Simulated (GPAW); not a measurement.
# Work function of Li/Au(111) at several levels, part 2 of 2

How far do functional and basis move the work function of Li/Au(111)?

GPAW 26.7.0; GPAW, PAW setups; slab in vacuum, relaxation (the session's first sound run).

So far, upper work function (eV): step 2 (relaxing the atoms, PBE, GPAW) 3.77; step 5 (OptPBE vdW: xc = "optPBE-vdW", GPAW, PAW setups, GPAW) 3.85; step 6 (self-consistent run: xc = "RPBE") 3.73; step 7 (self-consistent run: xc = "vdW-DF2", GPAW, PAW setups, GPAW) 3.90; step 8 (self-consistent run: xc = "revPBE") 3.73.

## 9. Real-space grid: mode = "fd"

A real-space grid is a second complete basis, so it checks the plane-wave result.

Contents of run.py:

```python
import json
import numpy as np
from ase import Atoms
from gpaw import GPAW

slab = Atoms(
    ['Au', 'Au', 'Au', 'Au', 'Li'],
    positions=[
        [0.00000, 0.00000, 9.00000],
        [1.44250, 0.83283, 11.35559],
        [2.88500, 1.66394, 13.84548],
        [0.00000, -0.01512, 16.42539],
        [1.44250, 0.01797, 18.54608]],
    cell=[[2.885, 0.0, 0.0], [1.4425, 2.49848, 0.0], [0.0, 0.0, 27.43387]],
    pbc=[True, True, False])

slab.calc = GPAW(mode='fd', h=0.18, xc='PBE', kpts={'size': (13, 13, 1), 'gamma': True},
                 occupations={'name': 'fermi-dirac', 'width': 0.1}, nbands='300%',
                 convergence={'density': 1e-05}, maxiter=200,
                 poissonsolver={'dipolelayer': 'xy'},
                 symmetry={'tolerance': 1e-3}, txt='slab.txt')
result = {}
energy = slab.get_potential_energy()
fermi = slab.calc.get_fermi_level()
v = slab.calc.get_electrostatic_potential().mean((0, 1)) - fermi
n = slab.calc.get_pseudo_density().mean((0, 1))
L = slab.cell[2, 2]
z = np.arange(len(v)) * L / len(v)
low, high = slab.positions[:, 2].min(), slab.positions[:, 2].max()
below, above = np.interp([low - 6.8, high + 6.8], z, v)
slopes = [np.interp(x, z, np.gradient(v, z)) for x in (low - 6.8, high + 6.8)]
eps = np.array([[slab.calc.get_eigenvalues(k, s) for k in range(len(slab.calc.get_ibz_k_points()))]
                for s in range(slab.calc.get_number_of_spins())]) - fermi
top, bottom = eps[eps < 0].max(), eps[eps > 0].min()
dipole = slab.get_dipole_moment()[2]
print(f'energy {energy:.4f} eV, Fermi level {fermi:.4f} eV, dipole {dipole:.5f} e A')
print(f'potential 6.8 A off the faces, from the Fermi level: lower {below:.4f} eV, upper {above:.4f} eV')
print(f'slope of the potential there: lower {slopes[0]:.5f}, upper {slopes[1]:.5f} eV/A')
print(f'nearest levels on the mesh: {top:.4f} and {bottom:.4f} eV')
print('magnetic moment', round(slab.get_magnetic_moment(), 3))
result.update(energy=energy, fermi=fermi, dipole=dipole, below=below, above=above, slopes=slopes, edges=[top, bottom],
              z=z.tolist(), v=v.tolist(), n=n.tolist(), positions=slab.positions.tolist(),
              forces=slab.get_forces(apply_constraint=False).tolist(), moments=slab.get_magnetic_moments().tolist())
json.dump(result, open('result.json', 'w'))
```

Started as:

```console
$ OMP_NUM_THREADS=1 OPENBLAS_NUM_THREADS=1 python run.py
```

Output:

```text
energy -14.6846 eV, Fermi level -4.4485 eV, dipole 0.05427 e A
potential 6.8 A off the faces, from the Fermi level: lower 5.1297 eV, upper 3.7673 eV
slope of the potential there: lower -0.00000, upper 0.00005 eV/A
nearest levels on the mesh: -0.0204 and 0.0755 eV
magnetic moment 0.0
```

Wall time 22 min (1 thread of Arm Neoverse V2, shared host); peak memory 1.6 GiB.

This step gave:

| Property | Result |
| --- | --- |
| dipole along the normal | 0.05427 e·Å |
| levels nearest the Fermi level on the mesh | -0.02038, 0.07552 eV from the Fermi level |
| upper work function | 3.767 eV |
| lower work function | 5.130 eV |

The upper face's work function is 3.767 eV, against 3.767 eV in the first plane-wave PBE run at this geometry.

## 10. Atomic orbitals: mode = "lcao"

Atom-centred orbitals end a few angstrom from the surface, which tests how much the density's tail matters.

run.py: that of step 9 with these lines changed.

```diff
@@ -16,4 +16,4 @@
 
-slab.calc = GPAW(mode='fd', h=0.18, xc='PBE', kpts={'size': (13, 13, 1), 'gamma': True},
-                 occupations={'name': 'fermi-dirac', 'width': 0.1}, nbands='300%',
+slab.calc = GPAW(mode='lcao', basis='dzp', h=0.18, xc='PBE', kpts={'size': (13, 13, 1), 'gamma': True},
+                 occupations={'name': 'fermi-dirac', 'width': 0.1}, nbands='120%',
                  convergence={'density': 1e-05}, maxiter=200,
```

Output:

```text
energy -12.5671 eV, Fermi level -4.0413 eV, dipole 0.06182 e A
potential 6.8 A off the faces, from the Fermi level: lower 4.8172 eV, upper 3.2653 eV
slope of the potential there: lower -0.00000, upper -0.00000 eV/A
nearest levels on the mesh: -0.0382 and 0.0873 eV
magnetic moment 0.0
```

Run time: 3.2 min. Hardware: 1 thread; peak memory 0.25 GiB.

This step gave:

```yaml
dipole_along_the_normal: 0.06182 e·Å
levels_nearest_the_fermi_level_on_the_mesh: -0.03823, 0.08729 eV from the Fermi level
upper_work_function: 3.265 eV
lower_work_function: 4.817 eV
```

The electrostatic potential energy of an electron (without an applied field's), less the Fermi level, planar mean oscillates, so the rows of the table below give means over windows of 2.53 Å about each position, cut where the curve ends. Its maxima inside the range that stand out by 2 % of the span (Å: eV): 2.8: 4.82, 10.2: -0.151, 12.6: 0.781, 15.2: 1.11, 17.7: 0.0980. Its minima: 9.0: -23.6, 11.4: -23.9, 13.8: -23.8, 16.4: -24.1, 18.6: -4.63.

Electrostatic potential energy of an electron (without an applied field's), less the Fermi level, planar mean against z; means over each step:

```tsv
z (Å)	electrostatic potential energy of an electron (without an applied field's), less the Fermi level, planar mean (eV)
1.26	4.80
3.79	4.82
6.33	4.69
8.86	-8.83
11.39	-9.50
13.92	-9.29
16.45	-9.60
18.98	-1.00
21.51	3.16
24.04	3.27
26.57	3.27
```

The upper face's work function is 3.265 eV, against 3.767 eV in the first plane-wave PBE run at this geometry.

## 11. The ladder

Times are for 1 thread of Arm Neoverse V2, shared host. The runs compared:

```tsv
no.	run	upper work function (eV)	lower work function (eV)	time	memory (GiB)
1	pw	3.767	5.132	6.2 min	0.4
2	LDA	3.829	5.551	5.7 min	0.39
3	optPBE vdW	3.854	5.287	6.4 min	0.53
4	RPBE	3.734	4.950	6 min	0.4
5	vdW DF2	3.898	5.438	6.4 min	0.53
6	revPBE	3.728	4.972	5.8 min	0.39
7	fd	3.767	5.130	22 min	1.6
8	lcao	3.265	4.817	3.2 min	0.25
```

## 12. Side by side

Results and costs are gathered.

This step: comparison of work functions, dipole and cost (GPAW 26.7.0).

Ladder, by row:

```tsv
step	code	work function, upper (eV)	work function, lower (eV)	dipole (e Å)	wall time (s)	peak memory (GiB)	threads
pw	GPAW	3.767	5.132	0.05408	374	0.4	1
LDA	GPAW	3.829	5.551	0.06834	343.2	0.39	1
optPBE-vdW	GPAW	3.854	5.287	0.05679	386.3	0.53	1
RPBE	GPAW	3.734	4.95	0.04815	358.9	0.4	1
vdW-DF2	GPAW	3.898	5.438	0.06104	385.9	0.53	1
revPBE	GPAW	3.728	4.972	0.04926	349.2	0.39	1
fd	GPAW	3.767	5.13	0.05427	1308	1.55	1
lcao	GPAW	3.265	4.817	0.06182	193.5	0.25	1
```

## 13. A changed run

One more run, with changed settings.

This step: GPAW, PAW setups; slab in vacuum (GPAW 26.7.0).

run.py: that of step 10 with these lines changed.

```diff
@@ -16,5 +16,5 @@
 
-slab.calc = GPAW(mode='lcao', basis='dzp', h=0.18, xc='PBE', kpts={'size': (13, 13, 1), 'gamma': True},
-                 occupations={'name': 'fermi-dirac', 'width': 0.1}, nbands='120%',
-                 convergence={'density': 1e-05}, maxiter=200,
+slab.calc = GPAW(mode='fd', h=0.4, xc='PBE', kpts={'size': (13, 13, 1), 'gamma': True},
+                 occupations={'name': 'fermi-dirac', 'width': 0.1}, nbands='300%',
+                 convergence={'density': 1e-05}, maxiter=50,
                  poissonsolver={'dipolelayer': 'xy'},
```

Output:

```text
energy -17.6173 eV, Fermi level -4.5029 eV, dipole 0.05797 e A
potential 6.8 A off the faces, from the Fermi level: lower 5.2305 eV, upper 3.7752 eV
slope of the potential there: lower 0.00001, upper 0.00003 eV/A
nearest levels on the mesh: -0.0267 and 0.0839 eV
magnetic moment 0.0
```

Run time: 4.9 min. Hardware: 1 thread; peak memory 0.4 GiB.

The run finished. A setting was moved off its sound value on purpose, so it serves as a test and not as the result.

The fault put into the input: a grid far too coarse (mode = "fd" and h = 0.4).

Side by side:

```tsv
quantity	this run	sound run	difference
dipole along the normal (e·Å)	0.057968	0.054079	0.00389
upper work function (eV)	3.7752	3.7669	0.00831
lower work function (eV)	5.2305	5.1318	0.0987
```

One result that differs is the dipole along the normal, 0.0580 e·Å against 0.0541 e·Å.

## 14. What came out

```yaml
work_function_upper_and_lower_face: 3.767 and 5.132 eV
dipole_along_the_normal: 0.0541 e Å
```

What this shows: With plane waves and PBE the work function is 3.77 eV on the upper face and 5.13 eV on the lower. The two faces differ by 1.4 eV, the step that the slab's dipole makes (e p/(ε0 A) gives 1.4 eV), so the dipole layer is needed. Over the sound runs of the table the upper face's work function spans 3.265 (lcao) to 3.898 eV (vdW-DF2). Atomic orbitals miss the plane-wave value by -0.50 eV, since they describe the tail of the density in the vacuum poorly. The cell of 7.21 Å² holds one Li, started on one chosen site; other sites and coverages weren't tried. The in-plane lattice was kept as typed, which isn't the functional's own and leaves some strain; spin-orbit coupling and temperature are left out.

[Logs are printed without paths, hosts, clocks, repeated set-up lines and the standing remarks that a program may print on its own settings, such as how far it seeks lower states.]

[Hosts, paths, dates, database ids (printed as entryN), source tags and the programs' standing remarks are cut or masked in the printed files.]
